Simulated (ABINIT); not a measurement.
# GaN (F-43m): G0W0 with ABINIT, start to end, part 2 of 3

How does a plane-wave GW calculation on GaN (F-43m) run from the first input to the gap?

ABINIT 10.8.3; LDA and many-body steps on it, plane waves. Known limits of the many-body steps: not at the basis limit; no spin-orbit coupling.

So far. Step 2 (Ground state): The gap is direct, at Γ.

**3. Bands along the symmetry lines**

Level of this step: DFT, LDA, plane waves, norm-conserving pseudopotentials (ABINIT).

The cheap functional maps the bands first; the places of the edges decide which points the dearer methods must see.

Contents of run.abi:

```
acell 3*1.0 Angstrom
rprim 
  0.000000000000 2.253500607500 2.253500607500
  2.253500607500 0.000000000000 2.253500607500
  2.253500607500 2.253500607500 0.000000000000
ntypat 2
znucl 31 7
natom 2
typat 1 2
xred 
  0.000000000000 0.000000000000 0.000000000000
  0.750000000000 0.750000000000 0.750000000000
pp_dirpath "pseudos"
pseudos "Ga.upf, N.upf"
ecut 45
iscf -2
irdden 1
kptopt 0
nkpt 50
kpt 
  0.00000000 0.00000000 0.00000000
  -0.06250000 -0.06250000 0.00000000
  -0.12500000 -0.12500000 0.00000000
  -0.18750000 -0.18750000 0.00000000
  -0.25000000 -0.25000000 0.00000000
  -0.31250000 -0.31250000 0.00000000
  -0.37500000 -0.37500000 0.00000000
  -0.43750000 -0.43750000 0.00000000
  -0.50000000 -0.50000000 0.00000000
  -0.48437500 -0.48437500 0.03125000
  -0.46875000 -0.46875000 0.06250000
  -0.45312500 -0.45312500 0.09375000
  -0.43750000 -0.43750000 0.12500000
  -0.42187500 -0.42187500 0.15625000
  -0.40625000 -0.40625000 0.18750000
  -0.39062500 -0.39062500 0.21875000
  -0.37500000 -0.37500000 0.25000000
  -0.37500000 0.00000000 0.37500000
  -0.32812500 0.00000000 0.32812500
  -0.28125000 0.00000000 0.28125000
  -0.23437500 0.00000000 0.23437500
  -0.18750000 0.00000000 0.18750000
  -0.14062500 0.00000000 0.14062500
  -0.09375000 0.00000000 0.09375000
  -0.04687500 0.00000000 0.04687500
  0.00000000 0.00000000 0.00000000
  0.00000000 0.00000000 0.06250000
  0.00000000 0.00000000 0.12500000
  0.00000000 0.00000000 0.18750000
  0.00000000 0.00000000 0.25000000
  0.00000000 0.00000000 0.31250000
  0.00000000 0.00000000 0.37500000
  0.00000000 0.00000000 0.43750000
  0.00000000 0.00000000 0.50000000
  -0.06250000 -0.03125000 0.46875000
  -0.12500000 -0.06250000 0.43750000
  -0.18750000 -0.09375000 0.40625000
  -0.25000000 -0.12500000 0.37500000
  -0.31250000 -0.15625000 0.34375000
  -0.37500000 -0.18750000 0.31250000
  -0.43750000 -0.21875000 0.28125000
  -0.50000000 -0.25000000 0.25000000
  -0.50000000 -0.28125000 0.21875000
  -0.50000000 -0.31250000 0.18750000
  -0.50000000 -0.34375000 0.15625000
  -0.50000000 -0.37500000 0.12500000
  -0.50000000 -0.40625000 0.09375000
  -0.50000000 -0.43750000 0.06250000
  -0.50000000 -0.46875000 0.03125000
  -0.50000000 -0.50000000 0.00000000
istwfk *1
nband 23
nbdbuf 5
tolwfr 1e-07
nstep 50
prtwf 0
prtvol 0
indata_prefix "in"
outdata_prefix "out"
tmpdata_prefix "tmp"
```

On the command line:

```sh
$ OMP_NUM_THREADS=1 mpirun -n 4 abinit run.abi > log
```

Numbers of over 12 decimals in the logs are rounded to 6 here.

Log:

```text
.Version 10.8.3 of ABINIT. v10.8.2 released Aug 2026.

 Symmetries : space group F-4 3 m (#216); Bravais cF (face-center cubic)
[... echo of the input left out ...]
== DATASET  1 ==================================================================
-   mpi_nproc: 4, omp_nthreads: 1 (-1 if OMP is not activated)

--- !DatasetInfo
iteration_state: {dtset: 1, }
dimensions: {natom: 2, nkpt: 50, mband: 23, nsppol: 1, nspinor: 1, nspden: 1, mpw: 2252, }
cutoff_energies: {ecut:  45.0, pawecutdg:  -1.0, }
electrons: {nelect:   2.60000000E+01, charge:   0.00000000E+00, occopt:   1.00000000E+00, tsmear:   1.00000000E-02, }

 Real(R)+Recip(G) space primitive vectors, cartesian coordinates (Bohr,Bohr^-1):
 R(1)=  0.0000000  4.2584990  4.2584990  G(1)= -0.1174123  0.1174123  0.1174123
 R(2)=  4.2584990  0.0000000  4.2584990  G(2)=  0.1174123 -0.1174123  0.1174123
 R(3)=  4.2584990  4.2584990  0.0000000  G(3)=  0.1174123  0.1174123 -0.1174123
 Unit cell volume ucvol=  1.5445417E+02 bohr^3
 Angles (23,13,12)=  6.00000000E+01  6.00000000E+01  6.00000000E+01 degrees

 getcut: wavevector=  0.0000  0.0000  0.0000  ngfft=  40  40  40
         ecut(hartree)=     45.000   => boxcut(ratio)=   2.19947

--- Pseudopotential description ------------------------------------------------
- Ga Generated using ONCVPSP code by D. R. Hamann
- 31.00000  21.00000  180309                  znucl, zion, pspdat
12 -1012 2 -1 1858                            pspcod,pspxc,lmax,lloc,mmax
     nproj     2     2     2
  pspatm : epsatm=   21.89818218
         --- l  ekb(1:nproj) -->
             0    4.942386   -1.222782
             1   -5.724586   -1.365263
             2  -10.663097   -3.851155
 pspatm: atomic psp has been read  and splines computed

- N Generated using ONCVPSP code by D. R. Hamann
-  7.00000   5.00000  180309                  znucl, zion, pspdat
12 -1012 1 -1 1058                            pspcod,pspxc,lmax,lloc,mmax
     nproj     2     2     0
  pspatm : epsatm=    5.30777321
         --- l  ekb(1:nproj) -->
[...]
pspatm: atomic psp has been read  and splines computed

--------------------------------------------------------------------------------

================================================================================
 prteigrs : about to open file out_EIG
 Non-SCF case, kpt    1 (  0.00000  0.00000  0.00000), residuals and eigenvalues=
  1.34E-08  2.75E-08  4.93E-08  7.72E-08  1.14E-08  1.71E-08  2.65E-08  4.48E-08
  8.42E-08  6.38E-08  2.44E-08  2.99E-08  6.76E-08  1.61E-08  1.38E-08  2.02E-08
  4.90E-08  3.61E-08  5.51E-08  2.10E-08  7.75E-07  2.78E-07  2.45E-05
 -4.9590E+00 -3.1641E+00 -3.1641E+00 -3.1641E+00 -3.4194E-01 -2.6273E-01
 -2.6273E-01 -2.6273E-01 -2.5143E-01 -2.5143E-01  2.3818E-01  2.3818E-01
  2.3818E-01  3.0259E-01  6.1142E-01  6.1142E-01  6.1142E-01  8.7394E-01
  9.2420E-01  9.2420E-01  9.2420E-01  9.6414E-01  9.6414E-01
[...]
9.5060E-01  9.6379E-01  9.6379E-01  9.7804E-01  1.0325E+00
[...]
Non-SCF case, kpt   49 ( -0.50000 -0.46875  0.03125), residuals and eigenvalues=
[...]
1.0357E+00  1.1496E+00  1.1560E+00  1.1799E+00  1.2711E+00
 Non-SCF case, kpt   50 ( -0.50000 -0.50000  0.00000), residuals and eigenvalues=
[...]
-2.5193E-01 -2.5193E-01 -2.4853E-01 -1.8051E-01  9.9533E-03  1.3805E-01
  1.3805E-01  3.5886E-01  4.7681E-01  6.6096E-01  7.4340E-01  7.4340E-01
  1.0333E+00  1.1507E+00  1.1765E+00  1.1765E+00  1.2524E+00

--- !ResultsGS
iteration_state: {dtset: 1, }
comment   : Summary of ground state results
lattice_vectors:
- [  0.0000000,   4.2584990,   4.2584990, ]
- [  4.2584990,   0.0000000,   4.2584990, ]
- [  4.2584990,   4.2584990,   0.0000000, ]
lattice_lengths: [   6.02243,    6.02243,    6.02243, ]
lattice_angles: [ 60.000,  60.000,  60.000, ] # degrees, (23, 13, 12)
lattice_volume:   1.5445417E+02
convergence: {deltae:  0.000E+00, res2:  0.000E+00, residm:  9.951E-08, diffor:  0.000E+00, }
etotal    :  -2.58349317E+02
entropy   :   0.00000000E+00
fermie    :   2.38182463E-01
cartesian_stress_tensor: null
pressure_GPa: null
xred      :
- [  0.0000E+00,   0.0000E+00,   0.0000E+00, Ga]
- [  7.5000E-01,   7.5000E-01,   7.5000E-01,  N]
cartesian_forces: null
force_length_stats: {min: null, max: null, mean: null, }

 Integrated electronic density in atomic spheres:
 ------------------------------------------------
 Atom  Sphere_radius  Integrated_density
[...]
================================================================================

 ----iterations are completed or convergence reached----

 Mean square residual over all n,k,spin=   39.830E-09; max=  99.505E-09
 reduced coordinates (array xred) for    2 atoms
       0.000000000000      0.000000000000      0.000000000000
       0.750000000000      0.750000000000      0.750000000000

 cartesian coordinates (angstrom) at end:
    1      0.000000     0.000000     0.000000
    2      3.380251     3.380251     3.380251
 length scales=  1.889726125908  1.889726125908  1.889726125908 bohr
              =  1.000000000000  1.000000000000  1.000000000000 angstroms
 prteigrs : about to open file out_EIG
 Eigenvalues (hartree) for nkpt=  50  k points:
 kpt#   1, nband= 23, wtk=  1.00000, kpt=  0.0000  0.0000  0.0000 (reduced coord)
[...]
kpt#   2, nband= 23, wtk=  1.00000, kpt= -0.0625 -0.0625  0.0000 (reduced coord)
[...]
kpt#   3, nband= 23, wtk=  1.00000, kpt= -0.1250 -0.1250  0.0000 (reduced coord)
[...]
kpt#  49, nband= 23, wtk=  1.00000, kpt= -0.5000 -0.4687  0.0313 (reduced coord)
[...]
0.73882    0.74448    1.03570    1.14958    1.15596    1.17990    1.27109
 kpt#  50, nband= 23, wtk=  1.00000, kpt= -0.5000 -0.5000  0.0000 (reduced coord)
  -4.95898   -3.16424   -3.16413   -3.16413   -0.30714   -0.25987   -0.25193   -0.25193
  -0.24853   -0.18051    0.00995    0.13805    0.13805    0.35886    0.47681    0.66096
   0.74340    0.74340    1.03330    1.15066    1.17649    1.17649    1.25241

== END DATASET(S) ==============================================================
================================================================================

 -outvars: echo values of variables after computation  --------
            nband          23
             nkpt          50
          spgroup         216
 [... the other variables as echoed above ...]

 Calculation completed.
```

Elapsed: 12 s, on 4 MPI ranks of Arm Neoverse V1, shared host; peak memory 0.28 GiB.

This step gave:

```yaml
gap: 1.753 eV
k_of_the_valence_top: 0, 0, 0
k_of_the_conduction_bottom: 0, 0, 0
least_direct_gap: 1.753 eV
```

The gap is 1.753 eV, as in the run before at this level.

Electronic bands along the path, in eV, zero at the top of the highest filled band:

| point | band 10 | band 11 | band 12 | band 13 | band 14 | band 15 | band 16 | band 17 |
| --- | --- | --- | --- | --- | --- | --- | --- | --- |
| Γ | -13.32 | 0.00 | 0.00 | 0.00 | 1.75 | 10.16 | 10.16 | 10.16 |
| halfway | -13.06 | -3.42 | -1.50 | -1.50 | 4.53 | 7.23 | 11.49 | 11.83 |
| X | -11.39 | -6.21 | -2.72 | -2.72 | 3.28 | 6.49 | 11.50 | 13.75 |
| halfway | -11.32 | -6.12 | -3.38 | -2.58 | 3.87 | 6.95 | 11.38 | 13.41 |
| U | -11.24 | -5.95 | -4.30 | -2.19 | 4.91 | 7.71 | 10.89 | 12.67 |
| jump to K | -11.24 | -5.95 | -4.30 | -2.19 | 4.91 | 7.71 | 10.89 | 12.67 |
| halfway | -12.90 | -4.20 | -2.15 | -0.54 | 5.16 | 8.35 | 9.47 | 11.00 |
| Γ | -13.32 | 0.00 | 0.00 | 0.00 | 1.75 | 10.16 | 10.16 | 10.16 |
| halfway | -13.22 | -3.86 | -0.53 | -0.53 | 4.02 | 8.63 | 10.62 | 10.62 |
| L | -11.89 | -7.11 | -0.98 | -0.98 | 4.55 | 8.60 | 10.24 | 10.24 |
| halfway | -11.55 | -6.49 | -3.04 | -1.79 | 6.52 | 6.92 | 9.93 | 11.56 |
| W | -11.11 | -5.78 | -3.73 | -3.68 | 6.14 | 8.22 | 10.18 | 10.93 |
| halfway | -11.25 | -6.03 | -3.24 | -3.21 | 4.51 | 7.31 | 11.27 | 12.12 |
| X | -11.39 | -6.21 | -2.72 | -2.72 | 3.28 | 6.49 | 11.50 | 13.75 |

The electronic bands as a text plot (rows in eV, shown from -8.0 to 7.8 only):

```
    7.4 |     ++        ++++++++                     + ++    +
    6.8 |       ++++++++    ++                        ++      +++
    6.1 |                     ++                     +  ++++
    5.5 |                  +    +                   +       +
    4.8 |     ++         ++                    +++++         +
    4.1 |    +  +++    ++        ++         +++               +
    3.5 |  ++      ++++            ++      +                   ++
    2.8 |                                ++
    2.2 | +                          +  +
    1.5 |+                            ++
    0.9 |
    0.2 |*                         ******
   -0.5 | ***                   ******  *******
   -1.1 |    *              **** **            *******
   -1.8 |  ** ****         *       **    **         * *
   -2.4 |    *    *********     *          *         * **
   -3.1 |             **      ** **                   *  *   ****
   -3.7 |     **        *   **              *          ******
   -4.4 |       **       ***    *
   -5.0 |         *           **             **
   -5.7 |          **    *****                          ******
   -6.4 |            ****                      *      **      ***
   -7.0 |                                       ******
   -7.7 |
         Γ           X  U|K            Γ         L        W     X
```

**4. Empty states on the mesh, 6×6×6 mesh, 99 bands**

The sums over transitions need many empty states on a uniform mesh; this step solves for them.

Contents of run.abi:

```
acell 3*1.0 Angstrom
rprim 
  0.000000000000 2.253500607500 2.253500607500
  2.253500607500 0.000000000000 2.253500607500
  2.253500607500 2.253500607500 0.000000000000
ntypat 2
znucl 31 7
natom 2
typat 1 2
xred 
  0.000000000000 0.000000000000 0.000000000000
  0.750000000000 0.750000000000 0.750000000000
pp_dirpath "pseudos"
pseudos "Ga.upf, N.upf"
ecut 45
ngkpt 6 6 6
nshiftk 1
shiftk 0 0 0
kptopt 1
chksymbreak 0
irdden 1
istwfk *1
nband 99
prtvol 0
optdriver 6
gwr_task "HDIAGO"
paral_kgb 0
occopt 1
indata_prefix "in"
outdata_prefix "out"
tmpdata_prefix "tmp"
```

Log:

```text
[banner, memory and clock lines left out]
.Version 10.8.3 of ABINIT. v10.8.2 released Aug 2026.

 Symmetries : space group F-4 3 m (#216); Bravais cF (face-center cubic)
[... echo of the input left out ...]
== DATASET  1 ==================================================================
-   mpi_nproc: 4, omp_nthreads: 1 (-1 if OMP is not activated)

--- !DatasetInfo
iteration_state: {dtset: 1, }
dimensions: {natom: 2, nkpt: 16, mband: 99, nsppol: 1, nspinor: 1, nspden: 1, mpw: 2252, }
cutoff_energies: {ecut:  45.0, pawecutdg:  -1.0, }
electrons: {nelect:   2.60000000E+01, charge:   0.00000000E+00, occopt:   1.00000000E+00, tsmear:   1.00000000E-02, }

.Using double precision arithmetic; gwpc =  8

- Reading GS density from: in_DEN

--- Pseudopotential description ------------------------------------------------
- Ga Generated using ONCVPSP code by D. R. Hamann
- 31.00000  21.00000  180309                  znucl, zion, pspdat
12 -1012 2 -1 1858                            pspcod,pspxc,lmax,lloc,mmax
     nproj     2     2     2
  pspatm : epsatm=   21.89818218
         --- l  ekb(1:nproj) -->
             0    4.942386   -1.222782
             1   -5.724586   -1.365263
             2  -10.663097   -3.851155
 pspatm: atomic psp has been read  and splines computed

- N Generated using ONCVPSP code by D. R. Hamann
-  7.00000   5.00000  180309                  znucl, zion, pspdat
12 -1012 1 -1 1058                            pspcod,pspxc,lmax,lloc,mmax
     nproj     2     2     0
  pspatm : epsatm=    5.30777321
         --- l  ekb(1:nproj) -->
             0    7.408032    0.617798
             1   -4.361519   -1.032581
 pspatm: atomic psp has been read  and splines computed

   7.07354840E+02                                ecore*ucvol(ha*bohr**3)

 Total charge density [el/Bohr^3]
)     Maximum=    6.4775E+00  at reduced coord.    0.9500    0.9750    0.9750
)     Minimum=    5.5907E-03  at reduced coord.    0.5000    0.5000    0.5000
   Integrated=    2.6000E+01

 === KS gaps after direct diagonalization ===
 Direct band gap semiconductor
 Fundamental gap:     1.753 (eV)
   VBM:     6.481 (eV) at k: [ 0.0000E+00,  0.0000E+00,  0.0000E+00]
   CBM:     8.234 (eV) at k: [ 0.0000E+00,  0.0000E+00,  0.0000E+00]
 Direct gap:         1.753 (eV) at k: [ 0.0000E+00,  0.0000E+00,  0.0000E+00]

== END DATASET(S) ==============================================================

 -outvars: echo values of variables after computation  --------
           etotal      0.0000000000E+00
            nband          99
             nkpt          16
          spgroup         216
 [... the other variables as echoed above ...]

 Calculation completed.
```

The job ended after 40 s (4 MPI ranks; peak memory 1.3 GiB; 2.7 min of CPU time).

This step gave:

| Property | Result |
| --- | --- |
| gap | 1.753 eV |
| k of the valence top | 0, 0, 0 |
| k of the conduction bottom | 0, 0, 0 |
| least direct gap | 1.753 eV |
| k points computed | 16 |
| lowest point of the top converged band, above the valence top | 117.3445 eV |

On this mesh the gap is 1.753 eV.

**5. Screening, 6×6×6 mesh, 91 bands, screening to 179.6 eV**

The RPA dielectric matrix is built and inverted for each q.

This step: RPA screening on LDA, plane waves, norm-conserving pseudopotentials.

run.abi: that of step 4 with these lines changed.

```diff
@@ -20,10 +20,11 @@
 chksymbreak 0
-irdden 1
 istwfk *1
-nband 99
-prtvol 0
-optdriver 6
-gwr_task "HDIAGO"
-paral_kgb 0
 occopt 1
+irdwfk 1
+optdriver 3
+nband 91
+ecuteps 6.6
+inclvkb 2
+awtr 1
+symchi 1
 indata_prefix "in"
```

Log:

```text
.Version 10.8.3 of ABINIT. v10.8.2 released Aug 2026.

 Symmetries : space group F-4 3 m (#216); Bravais cF (face-center cubic)
[... echo of the input left out ...]
== DATASET  1 ==================================================================
-   mpi_nproc: 4, omp_nthreads: 1 (-1 if OMP is not activated)

--- !DatasetInfo
iteration_state: {dtset: 1, }
dimensions: {natom: 2, nkpt: 16, mband: 91, nsppol: 1, nspinor: 1, nspden: 1, mpw: 2252, }
cutoff_energies: {ecut:  45.0, pawecutdg:  -1.0, }
electrons: {nelect:   2.60000000E+01, charge:   0.00000000E+00, occopt:   1.00000000E+00, tsmear:   1.00000000E-02, }

 SCREENING: Calculation of the susceptibility and dielectric matrices

 Based on a program developped by R.W. Godby, V. Olevano, G. Onida, and L. Reining.
 Incorporated in ABINIT by V. Olevano, G.-M. Rignanese, and M. Torrent.
.Using double precision arithmetic ; gwpc =  8

[... cell and pseudopotentials left out ...]
--------------------------------------------------------------------------------

 ==== K-mesh for the wavefunctions ====
 Number of points in the irreducible wedge :    16
[... list of points left out ...]
 Together with 24 symmetry operations and time-reversal symmetry
 yields   216 points in the full Brillouin Zone.

 ==== Q-mesh for the screening function ====
 Number of points in the irreducible wedge :    16
[... list of points left out ...]
 Together with 24 symmetry operations and time-reversal symmetry
 yields   216 points in the full Brillouin Zone.

 setmesh: FFT mesh size selected  =    25x   25x   25
          total number of points  =        15625

 vcoul_init : cutoff-mode = AUXILIARY_FUNCTION
 q-points for optical limit:   1
     1)      0.000010    0.000020    0.000030

- screening: taking advantage of time-reversal symmetry
- Maximum band index for partially occupied states nbvw = 13
- Remaining bands to be divided among processors   nbcw = 78
- Number of bands treated by each node ~19

 Number of electrons calculated from density =   26.0000; Expected =   26.0000
 average of density, n =  0.168335
 r_s =    1.1235
 omega_plasma =   39.5770 [eV]

 calculating chi0 at frequencies [eV] :
  1    0.000000E+00    0.000000E+00
  2    0.000000E+00    3.957696E+01

--------------------------------------------------------------------------------
  q-point number  1        q = ( 0.000000, 0.000000, 0.000000) [r.l.u.]
--------------------------------------------------------------------------------
[... chi0 elements left out ...]
 For q-point:  0.000010 0.000020 0.000030
  dielectric constant =   6.5061
  dielectric constant without local fields =   6.9740

  Average fulfillment of the sum rule on Im[epsilon] for q-point    1 :     48.52  [%]
[... wings left out ...]
  q-point number  2        q = ( 0.166667, 0.000000, 0.000000) [r.l.u.]
--------------------------------------------------------------------------------
[... chi0 elements left out ...]
  Average fulfillment of the sum rule on Im[epsilon] for q-point    2 :     60.88  [%]

 [... 14 further q-points ...]
```

Wall time 85 s (4 MPI ranks); peak memory 0.91 GiB.

This step gave:

| Item | Value |
| --- | --- |
| ε∞ with local fields, on this mesh, along the program's q direction | 6.506 |
| the same without local fields | 6.974 |
| plasma frequency | 39.58 eV |
| plane waves in the screening matrix | 137 |

Local fields lower ε∞ by 7 %.

(Continued in part 3 of 3.)

[Paths, hosts, dates, memory and timing lines, banners, echoed tables and standing remarks are left out of the program output.]

[Logs are printed without paths, hosts, clocks, repeated set-up lines and the standing remarks that a program may print on its own settings, such as how far it seeks lower states.]

[Runs of the session that timed out or met a known fault of the program may be left out.]

[No measured gap is set beside runs whose start may be inverted or whose files or cutoffs have a known fault.]

[Hosts, paths, dates, database ids (printed as entryN), source tags and the programs' standing remarks are cut or masked in the printed files.]

[G0W0 gaps are taken among the corrected bands and points alone; a level outside them can change the order at an edge.]

[Where Ansatz stands beside ABINIT at settings called matched, ABINIT's density can come from a denser mesh and the files from another edition; pairs whose starting gaps differed by over 0.03 eV were left out, so agreement reads better than it is.]
